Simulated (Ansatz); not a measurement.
**Mg3PbO (model cell, started as antiperovskite): relaxing the cell for a phonon run**

Task: relax Mg3PbO (model cell, started as antiperovskite) tightly.

Main program and level: Ansatz 0.2.0; DFT LDA, scalar-relativistic, plane waves, PAW; PAW set soft_1.

The structure was built from a prototype and need not be the compound's stable phase.

## 1. The structure

The structure is cubic, space group Pm-3m (No. 221). Conventional cell: a = 4.325 Å, b = 4.325 Å, c = 4.325 Å, α = 90.00°, β = 90.00°, γ = 90.00°. Nearest to Pb lie 12 Mg at 3.06 Å. Nearest to O lie 6 Mg at 2.16 Å. Nearest to Mg lie 2 O at 2.16 Å. Farther neighbours and most contacts between anions are not listed.

Structure file:

```cif
data_structure
_symmetry_space_group_name_H-M 'P 1'
_symmetry_Int_Tables_number 1
_cell_length_a 4.3248
_cell_length_b 4.3248
_cell_length_c 4.3248
_cell_angle_alpha 90.000
_cell_angle_beta 90.000
_cell_angle_gamma 90.000
_cell_volume 80.89
loop_
_atom_site_label
_atom_site_type_symbol
_atom_site_fract_x
_atom_site_fract_y
_atom_site_fract_z
_atom_site_occupancy
Pb1 Pb 0.00000 0.00000 0.00000 1
O2 O 0.50000 0.50000 0.50000 1
Mg3 Mg 0.50000 0.50000 0.00000 1
Mg4 Mg 0.50000 0.00000 0.50000 1
Mg5 Mg 0.00000 0.50000 0.50000 1
```

## 2. A coarse first look

First a cheap look: the gap decides the mesh and the occupations, the pressure tells how far the cell has to move.

input.yaml

```yaml
crystal:
  lattice:
    - [4.3248, 0.0, 0.0]
    - [0.0, 4.3248, 0.0]
    - [0.0, 0.0, 4.3248]
  atoms:
    - { symbol: Pb, position: [0.0, 0.0, 0.0] }
    - { symbol: O, position: [0.5, 0.5, 0.5] }
    - { symbol: Mg, position: [0.5, 0.5, 0.0] }
    - { symbol: Mg, position: [0.5, 0.0, 0.5] }
    - { symbol: Mg, position: [0.0, 0.5, 0.5] }
kpoints:
  mp_grid: { grid: [4, 4, 4] }
hamiltonian:
  xc: lda
  pseudopotentials: { kind: paw, azcp: { folder: soft_1 }, xc_functional: pbe }
scf:
  occupations: { method: gaussian, width: 0.1 }
output:
  forces: true
  stress: true
  eigenvalues: true
```

Command:

```console
$ ansatz run input.yaml --threads 8 --pin off --max-ram 16384MiB --backend cpu --events-out ev --progress --plain --runs-dir out
```

Numbers of over 12 decimals in the logs are rounded to 6 here.

Log:

```text
Engine: ansatz 0.2.0, aarch64-unknown-linux-gnu
Pseudopotentials: kind: paw
Pseudopotential: Pb, paw, valence charge 14, recommended cutoff 420 eV (normal), soft_1/Pb.paw.azcp
Pseudopotential: O, paw, valence charge 6, recommended cutoff 420 eV (normal), soft_1/O.paw.azcp
Pseudopotential: Mg, paw, valence charge 10, recommended cutoff 420 eV (normal), soft_1/Mg.paw.azcp
Functional definition: SPW92
[...]
k-point 0: bands = [... 21 lower, 4.4139, 10.1006, 10.1006, 10.1006, 11.2516, 11.2516, 11.2962, 16.6723, ... 1 higher]
  k-point 1: bands = [... 21 lower, 4.5098, 7.2717, 10.0130, 10.0130, 11.6862, 11.9975, 14.9222, 15.0813, ... 1 higher]
  k-point 2: bands = [... 21 lower, 4.8209, 5.4164, 9.8958, 9.8958, 12.6270, 13.0758, 13.5519, 14.6148, ... 1 higher]
  k-point 9: bands = [... 21 lower, 3.9903, 6.8762, 6.8762, 6.8762, 12.1738, 12.1738, 12.1738, 13.9778, ... 1 higher]
[key lines of the parts left out:]
SCF converged after 8 iterations
Free energy (F): -17866.802198 eV
Fermi energy:    10.611621 eV
P = ⅓ Tr σ = -0.2635 GPa (-2.635 kbar)
```

Wall time 0.51 s (8 threads of Arm Neoverse V2, shared host); peak memory 0.36 GiB; 2.2 s of CPU time.

A gap read on the k-mesh alone can miss the band edges.

This step gave:

```yaml
pressure: -0.2635 GPa
volume_per_atom: 16.18 Å³
gap_on_the_k_mesh: 0.4874 eV
direct_gap_on_mesh: 1.150 eV
```

The coarse mesh shows a gap of 0.49 eV and a pressure of -0.3 GPa.

## 3. Relaxation, smearing width 0.02 eV

The cell and atoms are relaxed, since residual forces and stress would shift the frequencies.

input.yaml, the sections that differ from step 2:

```yaml
kpoints:
  mp_grid: { grid: [8, 8, 8] }
scf:
  occupations: { method: gaussian, width: 0.02 }
output:
  forces: true
  stress: true
  eigenvalues: true
  write_density: true
  write_potential: true
  elf: true
  volumetric_format: npy
relax:
  adjacent_minimum: "off"
  f_tol: 0.005
  max_steps: 80
  cell: { stress_tol: 0.05 }
# crystal, hamiltonian: as in step 2
```

Log:

```text
[...]
Crystal: 5 atoms, lattice volume = 80.891 Å³
Basis set: ecut = 420 eV, 1575 PW (Γ)
Bands: 30, of which v1, the nominal top of the filled ones, is band 25 counted from 1 (24 counted from 0)
Symmetry: 48 space group operations
[...]
k-points: 35 of 512
[...]
SCF iter   1: F=—  HF=-17867.806927 eV  |F-HF|=—  |Δ(HF+E_count)|=         —  Δρ=7.91e-2  dr2=4.44e0  ethr=3.10e-3  ⟨swp⟩=8.0  Hψ=5153  notcnv=0
[...]
SCF iter   8: F=-17866.940313 eV  HF=-17866.940313 eV  |F-HF|=1.66e-8  |Δ(HF+E_count)|=   1.17e-7  Δρ=4.93e-6  dr2=1.75e-8  ethr=2.00e-10  ⟨swp⟩=15.0  Hψ=8636  notcnv=0
SCF 1 converged in 8 iterations: F = -17866.940313 eV  dr2 = 1.75e-8
[...]
relax step   1: F+E_penalty+E_count = -17866.94031302 eV  Δ(F+E_penalty+E_count) = +0.000e0 eV  max|allowed force component| = 3.180e-29 eV/Å  Δτ_max = 0.0000 Å  P = +0.044 GPa  Ω = 80.891 Å³  (8 SCF iters, dr2 threshold 1.00e-7 eV, accepted)
[...]
iter 1 solved again at ethr=6.25e-8 eV; its pass at ethr=3.10e-3 eV (dr2=3.13e-5 eV) is discarded
[...]
SCF iter   4: F=-17866.940313 eV  HF=-17866.940313 eV  |F-HF|=1.46e-11  |Δ(HF+E_count)|=  5.82e-11  Δρ=2.56e-7  dr2=4.53e-11  ethr=1.00e-12  ⟨swp⟩=5.1  Hψ=5224  notcnv=0
SCF 2 converged in 4 iterations: F = -17866.940313 eV  dr2 = 4.53e-11
[...]
relax step   2: F+E_penalty+E_count = -17866.94031303 eV  Δ(F+E_penalty+E_count) = -1.015e-8 eV  max|allowed force component| = 4.028e-29 eV/Å  Δτ_max = 0.0000 Å  P = +0.044 GPa  Ω = 80.891 Å³  stress off target by 4.41e-2 GPa  SCF on the basis re-selected at this cell (its energy is not comparable with the rows above)  (4 SCF iters)
basis re-selected at this cell: Δ(F+E_penalty+E_count) = -1.015e-8 eV, ΔP = -0.000 GPa vs the last step (what re-selecting the basis moved, of the pressure what is left beyond the Pulay correction that the steps carried, after the strain that the cell walked since its last selection, with what the two solves' SCF thresholds leave and, on support functions, any second-order correction that the steps lacked; it is no m [...]
SCF converged after 4 iterations
Free energy (F): -17866.940313 eV
[...]
Internal energy: -17866.940045 eV  (E = F + TS)
E sigma→0 (E₀):  -17866.940179 eV
Entropy (-TS):   -0.000268 eV (-0.054 meV/atom)
Fermi energy:    10.639738 eV
[...]
--- Stress (GPa, compression-positive) ---
        0.044144      -0.000000       0.000000
       -0.000000       0.044144       0.000000
        0.000000       0.000000       0.044144
  P = ⅓ Tr σ = 0.0441 GPa (0.441 kbar)
--- Band table (eV; the first three rows and the last of 35) ---
  k-point 0: bands = [... 21 lower, 4.4307, 10.0915, 10.0915, 10.0915, 11.2525, 11.2525, 11.2883, 16.6734, ... 1 higher]
  k-point 1: bands = [... 21 lower, 4.4585, 8.7743, 10.0683, 10.0683, 11.3623, 11.4670, 12.8024, 15.7811, ... 1 higher]
  k-point 2: bands = [... 21 lower, 4.5275, 7.2668, 10.0022, 10.0022, 11.6868, 11.9948, 14.9178, 15.0833, ... 1 higher]
  k-point 34: bands = [... 21 lower, 4.0071, 6.8679, 6.8679, 6.8679, 12.1806, 12.1806, 12.1806, 13.9848, ... 1 higher]
--- Relaxed structure (1 steps of the walk, 1 accepted, 1 SCFs on fresh bases) ---
  F+E_penalty+E_count = -17866.94031303 eV   max|allowed force component| = 4.028e-29 eV/Å   (the final SCF, on the basis selected at the relaxed cell)
  cell:  # Å, volume = 80.8906 Å³
    - [4.3248, 0.0, 0.0]
    - [0.0, 4.3248, 0.0]
    - [0.0, 0.0, 4.3248]
  atoms:
    - { symbol: Pb, position: [0.0, 0.0, 0.0] }
    - { symbol: O, position: [0.5, 0.5, 0.5] }
    - { symbol: Mg, position: [0.5, 0.5, 0.0] }
    - { symbol: Mg, position: [0.5, 0.0, 0.5] }
    - { symbol: Mg, position: [0.0, 0.5, 0.5] }
```

Wall time 1.6 s (8 threads); peak memory 0.46 GiB; 10 s of CPU time.

Little changed from the start: no atom moved by 0.005 Å and no cell edge by 0.1 %.

This step gave:

* pressure: 0.04414 GPa
* gap on the k-mesh: 0 eV

ELF in the ac plane at fractional y = 0.500, with atoms of O and Mg within 0.2 Å of it. It is the smooth field of the valence electrons, not physical close to the nuclei.

Ten even steps from '_' (0.05) to '@' (0.81), each cell a mean:
```
::::::..__::--::--..__::::::
::::::..____::--::____::::::
::::::..____________....::::
______..::==++**++--....____
::..__..++%%@@@@@@##--____..
----__..##@@@@%%@@@@++__::--
..--....%%@@**==%%@@**__--::
::--....##@@%%**@@@@++__::--
--::__..**@@@@@@@@%%==____::
______..--**##%%##++::______
............................
::::::..____....______::::::
::::::..__::------..__::::::
::::::..__--::..--::__::::::
```
Columns run along a (4.3 Å), rows up along c (4.3 Å). Atoms in or near the plane, at fractional coordinates: O at (0.50, 0.50), Mg at (0.50, 0.00), Mg at (0.00, 0.50).

Electrostatic potential energy in the ac plane at fractional y = 0.500, with atoms of O and Mg within 0.2 Å of it. With pseudopotentials it is smooth inside the atoms' cores, unlike the true potential.

Ten even steps from '_' (-83 eV) to '@' (12 eV), each cell a mean:
```
@@@@@@@@%%++..__::##@@@@@@@@
@@@@@@@@@@##++==**%%@@@@@@@@
@@@@@@@@@@@@%%%%%%@@@@@@@@@@
@@@@@@@@@@@@@@@@@@@@@@@@@@@@
**##%%@@@@@@%%%%%%@@@@@@%%##
..--##@@@@%%**++**%%@@%%**::
__..**@@@@**++==++%%@@%%==__
__::##@@@@##++++**%%@@%%++..
==**%%@@@@@@##**%%@@@@@@##++
%%%%@@@@@@@@@@@@@@@@@@@@@@%%
@@@@@@@@@@@@@@@@@@@@@@@@@@@@
@@@@@@@@@@%%##**##%%@@@@@@@@
@@@@@@@@%%**::..--##@@@@@@@@
@@@@@@@@%%==____..**@@@@@@@@
```
Columns run along a (4.3 Å; values clipped at the 3rd and 97th percentile), rows up along c (4.3 Å). Atoms in or near the plane, at fractional coordinates: O at (0.50, 0.50), Mg at (0.50, 0.00), Mg at (0.00, 0.50).

Valence density in the ac plane at fractional y = 0.500, with atoms of O and Mg within 0.2 Å of it. It is the smooth field of the valence electrons, not physical close to the nuclei.

Ten steps, logarithmic in the rise over the least value, from '_' (0 e/Å³) to '@' (25 e/Å³), each cell a mean:
```
__________==%%@@##::________
__________..==++==__________
______________..____________
__________........__________
--..____..::------..______::
%%**..__..==++**++--..__==##
@@%%--..::++**##**--....++@@
@@##::..::==****++--..__==%%
++==____..--==++==::..__..==
__________..::::....________
____________....____________
____________::--..__________
__________==##%%**..________
__________++@@@@%%--________
```
Columns run along a (4.3 Å), rows up along c (4.3 Å). Atoms in or near the plane, at fractional coordinates: O at (0.50, 0.50), Mg at (0.50, 0.00), Mg at (0.00, 0.50).

In this step the volume went from 16.18 to 16.18 Å³/atom.

## 4. Bringing the structure to rest, smearing width 0.1 eV

The relaxation is repeated from its end, on the mesh and smearing that suit the cell and gap now reached.

Changes to input.yaml since step 3:

```diff
@@ -17,3 +17,3 @@
 scf:
-  occupations: { method: gaussian, width: 0.02 }
+  occupations: { method: gaussian, width: 0.1 }
 output:
@@ -22,6 +22,2 @@
   eigenvalues: true
-  write_density: true
-  write_potential: true
-  elf: true
-  volumetric_format: npy
 relax:
```

Log:

```text
[...]
Crystal: 5 atoms, lattice volume = 80.891 Å³
Basis set: ecut = 420 eV, 1575 PW (Γ)
Bands: 30, of which v1, the nominal top of the filled ones, is band 25 counted from 1 (24 counted from 0)
Symmetry: 48 space group operations
[...]
k-points: 35 of 512
[...]
--- Relaxed structure (2 steps of the walk, 2 accepted, 1 SCFs on fresh bases) ---
[...]
cell:  # Å, volume = 80.9571 Å³
    - [4.325985, 0, 0]
    - [0, 4.325985, 0.0]
    - [0, 0.0, 4.325985]
  atoms:
    - { symbol: Pb, position: [0, 0, 0] }
    - { symbol: O, position: [0.5, 0.5, 0.5] }
    - { symbol: Mg, position: [0.5, 0.5, 0] }
    - { symbol: Mg, position: [0.5, 0, 0.5] }
    - { symbol: Mg, position: [0, 0.5, 0.5] }
[key lines of the parts left out:]
SCF converged after 5 iterations
Free energy (F): -17866.942247 eV
Fermi energy:    10.599757 eV
P = ⅓ Tr σ = 0.0182 GPa (0.182 kbar)
```

Run time: 2.1 s. Hardware: 8 threads; peak memory 0.46 GiB; 13 s of CPU time.

Little changed from the start: no atom moved by 0.005 Å and no cell edge by 0.1 %.

Numbers from this step:

```yaml
pressure: 0.01817 GPa
volume_per_atom: 16.19 Å³
```

In this step the volume went from 16.18 to 16.19 Å³/atom.

## 5. Relaxing to small forces for the phonons

Phonons need a cell at rest on their own settings, so the relaxation is repeated with tight tolerances on forces and stress on the k mesh and occupations of the first response run.

input.yaml, the sections that differ from step 4:

```yaml
crystal:
  lattice:
    - [4.3259854434, 0.0, 0.0]
    - [0.0, 4.3259854434, 0.0]
    - [0.0, 0.0, 4.3259854434]
  atoms:
    - { symbol: Pb, position: [0.0, 0.0, 0.0] }
    - { symbol: O, position: [0.5, 0.5, 0.5] }
    - { symbol: Mg, position: [0.5, 0.5, 0.0] }
    - { symbol: Mg, position: [0.5, 0.0, 0.5] }
    - { symbol: Mg, position: [0.0, 0.5, 0.5] }
scf:
  occupations: { method: methfessel_paxton, width: 0.2 }
relax:
  adjacent_minimum: "off"
  f_tol: 0.001
  max_steps: 60
  cell: { stress_tol: 0.01 }
# kpoints, hamiltonian, output: as in step 4
```

Log:

```text
[...]
Crystal: 5 atoms, lattice volume = 80.957 Å³
Basis set: ecut = 420 eV, 1575 PW (Γ)
Bands: 30, of which v1, the nominal top of the filled ones, is band 25 counted from 1 (24 counted from 0)
Symmetry: 48 space group operations
[...]
k-points: 35 of 512
[...]
cell:  # Å, volume = 80.9571 Å³
    - [4.3259854434, 0.0, 0.0]
    - [0.0, 4.3259854434, 0.0]
    - [0.0, 0.0, 4.3259854434]
  atoms:
    - { symbol: Pb, position: [0.0, 0.0, 0.0] }
    - { symbol: O, position: [0.500000, 0.500000, 0.500000] }
    - { symbol: Mg, position: [0.500000, 0.500000, 0.0] }
    - { symbol: Mg, position: [0.500000, 0.0, 0.500000] }
    - { symbol: Mg, position: [0.0, 0.500000, 0.500000] }
[key lines of the parts left out:]
SCF converged after 6 iterations
Free energy (F): -17866.941081 eV
Fermi energy:    10.590636 eV
P = ⅓ Tr σ = 0.0012 GPa (0.012 kbar)
```

Run time: 1.6 s. Hardware: 8 threads; peak memory 0.46 GiB; 9.7 s of CPU time.

Little changed from the start: no atom moved by 0.005 Å and no cell edge by 0.1 %.

Numbers from this step:

- pressure: 0.001230 GPa

The forces vanish by symmetry and the pressure is 0.001 GPa, within the tolerances set. The cell now holds 16.19 Å³/atom.

## 6. Results

* space group after relaxation (within 0.01 Å): Pm-3m
* lattice constant a: 4.326 Å
* lattice constant b: 4.326 Å
* lattice constant c: 4.326 Å
* volume per atom: 16.2 Å³

**Reading.** The forces vanish by symmetry and the pressure is 0.001 GPa, within the tolerances set. The cell now holds 16.19 Å³/atom. The relaxation keeps the symmetry of its start, so it says nothing on stability against lower symmetry. Spin-orbit coupling is left out, which can matter for the heavy elements here. The PAW files were made for PBE and serve the other functionals too. The starting cell was built on a prototype and not taken from a measurement, so the phase need not exist.

[Logs are printed without paths, hosts, clocks, repeated set-up lines and the standing remarks that a program may print on its own settings, such as how far it seeks lower states.]

[Hosts, paths, dates, database ids (printed as entryN), source tags and the programs' standing remarks are cut or masked in the printed files.]
